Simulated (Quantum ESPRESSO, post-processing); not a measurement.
# 1T-SnSe2, 2 layers, AA stacking: a series in the field along the normal, part 4 of 4

Wanted: a table for 1T-SnSe2, 2 layers, AA stacking against the field along the normal, and what can be fitted to it.

Quantum ESPRESSO 7.5; plane-wave DFT, PBE, GBRV ultrasoft pseudopotentials.

So far. Step 2 (Relaxing cell and ions of the reference):  The last row is no step: it is a fresh SCF in the final cell with a new plane-wave basis, +23 meV from the row before, a sign that the cell is biased by the basis (Pulay stress). Step 5 (Bands along a path, 0 V/Å): Along this path the valence top lies between Γ and M and the conduction bottom at M.

### 7. Ground state, 0.4 V/Å

m9.scf.in reads:

```
&control
  prefix = 'm9.scf'
  outdir = './out'
  pseudo_dir = './pseudo'
  calculation = 'scf'
  tprnfor = .true.
  tefield = .true.
  dipfield = .true.
/
&system
  ibrav = 0
  nat = 6
  ntyp = 2
  ecutwfc = 40
  ecutrho = 200
  occupations = 'smearing'
  smearing = 'fd'
  degauss = 0.002
  edir = 3
  emaxpos = 0.97
  eopreg = 0.04
  eamp = 0.00777876
  nbnd = 32
/
&electrons
  conv_thr = 1e-09
  mixing_beta = 0.4
  electron_maxstep = 120
  mixing_mode = 'plain'
  startingpot = 'file'
/
ATOMIC_SPECIES
  Se  78.9710  se_pbe_v1.uspp.F.UPF
  Sn  118.7100  sn_pbe_v1.4.uspp.F.UPF
CELL_PARAMETERS angstrom
  3.81184136100000 0.00000000000000 0.00000000000000
  -1.90592068000000 3.30115145400000 0.00000000000000
  0.00000000000000 0.00000000000000 24.42097808600000
ATOMIC_POSITIONS crystal
  Se  0.666666666700 0.333333333300 0.310070245400
  Sn  0.000000000000 0.000000000000 0.375762379400
  Se  0.333333333300 0.666666666700 0.441498220900
  Se  0.666666666700 0.333333333300 0.558501779100
  Sn  0.000000000000 0.000000000000 0.624237620600
  Se  0.333333333300 0.666666666700 0.689929754600
K_POINTS automatic
  6 6 1 0 0 0
```

Launch:

```bash
> cp -r out/m0.scf.save out/m9.scf.save
> OMP_NUM_THREADS=1 mpirun -n 4 pw.x -nk 2 -in m9.scf.in > m9.scf.out
```

Output:

```text
[banner, memory and clock lines left out]
Program PWSCF v.7.5 starts
[...]
number of electrons       =        52.00
     number of Kohn-Sham states=           32
     kinetic-energy cutoff     =      40.0000  Ry
     charge density cutoff     =     200.0000  Ry
[...]
number of k points=    20  Fermi-Dirac smearing, width (Ry)=  0.0020
[...]
Dense  grid:    99099 G-vectors     FFT dimensions: (  36,  36, 216)
[...]
The initial density is read from file :
[...]
negative rho (up, down):  3.809E-04 0.000E+00
[...]
Starting wfcs are   34 randomized atomic wfcs
[...]
negative rho (up, down):  3.335E-04 0.000E+00
[...]
estimated scf accuracy    <       7.17878044 Ry
[...]
negative rho (up, down):  1.089E-04 0.000E+00
[...]
estimated scf accuracy    <    3116.93086091 Ry
[...]
negative rho (up, down):  1.126E-04 0.000E+00
[...]
estimated scf accuracy    <      59.57559145 Ry
[...]
negative rho (up, down):  1.146E-04 0.000E+00
[...]
estimated scf accuracy    <       0.36203697 Ry
[...]
negative rho (up, down):  1.237E-04 0.000E+00
[...]
estimated scf accuracy    <       0.04925604 Ry
[...]
negative rho (up, down):  1.380E-04 0.000E+00
[...]
estimated scf accuracy    <       0.02548014 Ry
[...]
negative rho (up, down):  1.546E-04 0.000E+00
[...]
estimated scf accuracy    <       0.01816855 Ry
[...]
negative rho (up, down):  1.642E-04 0.000E+00
[...]
estimated scf accuracy    <       0.01424956 Ry
[...]
negative rho (up, down):  1.664E-04 0.000E+00
[...]
estimated scf accuracy    <       0.01177971 Ry
[...]
negative rho (up, down):  1.802E-04 0.000E+00
[...]
estimated scf accuracy    <       0.00954209 Ry
[...]
negative rho (up, down):  2.007E-04 0.000E+00
[...]
estimated scf accuracy    <       0.00647959 Ry
[...]
negative rho (up, down):  2.398E-04 0.000E+00
[...]
estimated scf accuracy    <       0.00011572 Ry
[...]
negative rho (up, down):  2.886E-04 0.000E+00
[...]
estimated scf accuracy    <       0.00003500 Ry
[...]
negative rho (up, down):  3.258E-04 0.000E+00
[...]
estimated scf accuracy    <       0.00001144 Ry
[...]
negative rho (up, down):  3.731E-04 0.000E+00
[...]
estimated scf accuracy    <       0.00000193 Ry
[...]
negative rho (up, down):  3.662E-04 0.000E+00
[...]
estimated scf accuracy    <       0.00000016 Ry
[...]
negative rho (up, down):  3.762E-04 0.000E+00
[...]
estimated scf accuracy    <       0.00000003 Ry
[...]
negative rho (up, down):  3.768E-04 0.000E+00
[...]
estimated scf accuracy    <          6.1E-09 Ry
[...]
negative rho (up, down):  3.766E-04 0.000E+00
[...]
estimated scf accuracy    <          1.2E-09 Ry
[...]
negative rho (up, down):  3.769E-04 0.000E+00
[...]
Computed dipole along edir(3) :
        Dipole                0.5723 Ry au,          1.4545 Debye
        Dipole field          0.0035 Ry au,
        E field amplitude [Ha a.u.]:  7.7788E-03
        Potential amp.        0.3820 Ry
        Total length         44.3030 bohr
[...]
the Fermi energy is     0.7884 ev
!    total energy              =    -493.03161308 Ry
     estimated scf accuracy    <          8.3E-11 Ry
     smearing contrib. (-TS)   =      -0.00000062 Ry
     internal energy E=F+TS    =    -493.03161246 Ry
[...]
one-electron contribution =   -1844.22348955 Ry
     hartree contribution      =     940.35666961 Ry
     xc contribution           =    -204.93246363 Ry
     ewald contribution        =     615.77458955 Ry
     electric field correction =      -0.00691845 Ry
     convergence has been achieved in  20 iterations
     negative rho (up, down):  3.769E-04 0.000E+00
[...]
Total force =     0.008852     Total SCF correction =     0.000021
[...]
```

The job ended after 92 s (4 MPI ranks of Arm Neoverse V1, shared host; peak memory 0.68 GiB; 6.1 min of CPU time).

Read from the output:

```
free energy                          : -6708.0368 eV
Fermi energy                         : 0.7884 eV
dipole along the normal              : 0.3028 e·Å
valence top, on the run's zero       : 0.5142 eV
conduction bottom, on the run's zero : 1.043 eV
gap by band count                    : 0.5287 eV
```

### 8. Self-consistent run, -0.4 V/Å

m10.scf.in is the input of step 7 with these lines changed:

```diff
@@ -1,3 +1,3 @@
 &control
-  prefix = 'm9.scf'
+  prefix = 'm10.scf'
   outdir = './out'
@@ -21,3 +21,3 @@
   eopreg = 0.04
-  eamp = 0.00777876
+  eamp = -0.00777876
   nbnd = 32
```

Launch:

```bash
> cp -r out/m0.scf.save out/m10.scf.save
> OMP_NUM_THREADS=1 mpirun -n 4 pw.x -nk 2 -in m10.scf.in > m10.scf.out
```

Output:

```text
[banner, memory and clock lines left out]
Program PWSCF v.7.5 starts
[...]
number of electrons       =        52.00
     number of Kohn-Sham states=           32
     kinetic-energy cutoff     =      40.0000  Ry
     charge density cutoff     =     200.0000  Ry
[...]
number of k points=    20  Fermi-Dirac smearing, width (Ry)=  0.0020
[...]
Dense  grid:    99099 G-vectors     FFT dimensions: (  36,  36, 216)
[...]
The initial density is read from file :
[...]
negative rho (up, down):  3.809E-04 0.000E+00
[...]
Starting wfcs are   34 randomized atomic wfcs
[...]
negative rho (up, down):  3.371E-04 0.000E+00
[...]
estimated scf accuracy    <       7.17856874 Ry
[...]
negative rho (up, down):  8.772E-05 0.000E+00
[...]
estimated scf accuracy    <    3168.08604938 Ry
[...]
negative rho (up, down):  9.187E-05 0.000E+00
[...]
estimated scf accuracy    <      64.17066388 Ry
[...]
negative rho (up, down):  9.150E-05 0.000E+00
[...]
estimated scf accuracy    <       0.39464437 Ry
[...]
negative rho (up, down):  1.009E-04 0.000E+00
[...]
estimated scf accuracy    <       0.04358012 Ry
[...]
negative rho (up, down):  1.153E-04 0.000E+00
[...]
estimated scf accuracy    <       0.02410642 Ry
[...]
negative rho (up, down):  1.323E-04 0.000E+00
[...]
estimated scf accuracy    <       0.01752858 Ry
[...]
negative rho (up, down):  1.394E-04 0.000E+00
[...]
estimated scf accuracy    <       0.01384918 Ry
[...]
negative rho (up, down):  1.418E-04 0.000E+00
[...]
estimated scf accuracy    <       0.01193108 Ry
[...]
negative rho (up, down):  1.541E-04 0.000E+00
[...]
estimated scf accuracy    <       0.00935135 Ry
[...]
negative rho (up, down):  1.724E-04 0.000E+00
[...]
estimated scf accuracy    <       0.00726468 Ry
[...]
negative rho (up, down):  2.204E-04 0.000E+00
[...]
estimated scf accuracy    <       0.00011876 Ry
[...]
negative rho (up, down):  2.244E-04 0.000E+00
[...]
estimated scf accuracy    <       0.00004257 Ry
[...]
negative rho (up, down):  2.801E-04 0.000E+00
[...]
estimated scf accuracy    <       0.00013770 Ry
[...]
negative rho (up, down):  3.822E-04 0.000E+00
[...]
estimated scf accuracy    <       0.00000135 Ry
[...]
negative rho (up, down):  3.751E-04 0.000E+00
[...]
estimated scf accuracy    <       0.00000019 Ry
[...]
negative rho (up, down):  3.757E-04 0.000E+00
[...]
estimated scf accuracy    <       0.00000003 Ry
[...]
negative rho (up, down):  3.780E-04 0.000E+00
[...]
estimated scf accuracy    <       0.00000001 Ry
[...]
negative rho (up, down):  3.769E-04 0.000E+00
[...]
estimated scf accuracy    <          1.5E-09 Ry
[...]
negative rho (up, down):  3.769E-04 0.000E+00
[...]
Computed dipole along edir(3) :
        Dipole               -0.5723 Ry au,         -1.4547 Debye
        Dipole field         -0.0035 Ry au,
        E field amplitude [Ha a.u.]: -7.7788E-03
        Potential amp.       -0.3820 Ry
        Total length         44.3030 bohr
[...]
the Fermi energy is     0.6801 ev
!    total energy              =    -493.03161306 Ry
     estimated scf accuracy    <          1.2E-10 Ry
     smearing contrib. (-TS)   =      -0.00000062 Ry
     internal energy E=F+TS    =    -493.03161244 Ry
[...]
one-electron contribution =   -1844.22346295 Ry
     hartree contribution      =     940.35665027 Ry
     xc contribution           =    -204.93247040 Ry
     ewald contribution        =     615.77458955 Ry
     electric field correction =      -0.00691892 Ry
     convergence has been achieved in  20 iterations
     negative rho (up, down):  3.769E-04 0.000E+00
[...]
Total force =     0.008870     Total SCF correction =     0.000048
[...]
```

Wall time 90 s (4 MPI ranks); peak memory 0.67 GiB; 6 min of CPU time.

Numbers from this step:

| Quantity | Value |
| --- | --- |
| Fermi energy | 0.6801 eV |
| dipole along the normal | -0.3029 e·Å |
| valence top, on the run's zero | 0.4059 eV |
| conduction bottom, on the run's zero | 0.9346 eV |

### 9. The series side by side

The series in one table, energies over the lowest:

```tsv
the field along the normal	dipole (e Å)	gap along the path (eV)	upper vacuum line at the top atoms, over the zero (eV)	lower vacuum line at the bottom atoms, over the zero (eV)	energy (eV)
-0.4 V/Å	-0.3029	0.5209	6.158	5.515	0.0000
-0.3 V/Å	-0.227	0.5518	6.092	5.611	0.0265
-0.2 V/Å	-0.1513	0.5773	6.025	5.704	0.0454
-0.1 V/Å	-0.0757	0.5947	5.954	5.794	0.0568
-0.05 V/Å	-0.03783	0.5991	5.916	5.836	0.0596
0 V/Å	0	0.6007	5.877	5.877	0.0605
0.05 V/Å	0.03783	0.5991	5.836	5.916	0.0596
0.1 V/Å	0.07568	0.5946	5.793	5.954	0.0568
0.2 V/Å	0.1513	0.5772	5.705	6.024	0.0454
0.3 V/Å	0.227	0.552	5.611	6.092	0.0265
0.4 V/Å	0.3028	0.5208	5.515	6.158	0.0000
```

### 10. By hand

4πα/A = 180.95 × 0.7568 e Å²/V / 12.583 Å² = 10.88 Å.

In linear response the energy changes by −(p₀ + p)E/2: at 0.2 V/Å, −(0.0000 + 0.1513) × 0.2/2 = -0.0151 eV; the runs give -0.0151 eV.

### 11. Results

```json
{
 "4πα/A from the weak fields": "10.88 Å",
 "gap along the path, at -0.4 V/Å and at 0.4 V/Å": "0.52, 0.52 eV",
 "upper vacuum line at the top atoms, over the zero, at -0.4 V/Å and at 0.4 V/Å": "6.16, 5.51 eV",
 "lower vacuum line at the bottom atoms, over the zero, at -0.4 V/Å and at 0.4 V/Å": "5.51, 6.16 eV"
}
```

What this shows: The series holds 11 members; 4πα/A from the weak fields: 10.88 Å (PBE, GBRV ultrasoft). The strongest fields leave the weak-field line by 0.0 % of the induced dipole. From -0.4 V/Å to 0.4 V/Å the gap along the path goes from 0.52 to 0.52 eV by way of 0.60 at 0 V/Å. From -0.4 V/Å to 0.4 V/Å the upper vacuum line at the top atoms, over the zero falls from 6.16 to 5.51 eV. From -0.4 V/Å to 0.4 V/Å the lower vacuum line at the bottom atoms, over the zero rises from 5.51 to 6.16 eV. Ions are held; semilocal gaps are too small; in strong fields empty levels can belong to the vacuum; one stacking.

[Logs are printed without paths, hosts, clocks, repeated set-up lines and the standing remarks that a program may print on its own settings, such as how far it seeks lower states.]

[Hosts, paths, dates, database ids (printed as entryN), source tags and the programs' standing remarks are cut or masked in the printed files.]

[Maps of the electrostatic potential energy from Ansatz leave out the sawtooth potential of an applied field or a dipole correction, so their vacuum need not be flat; planar profiles and work functions include it.]
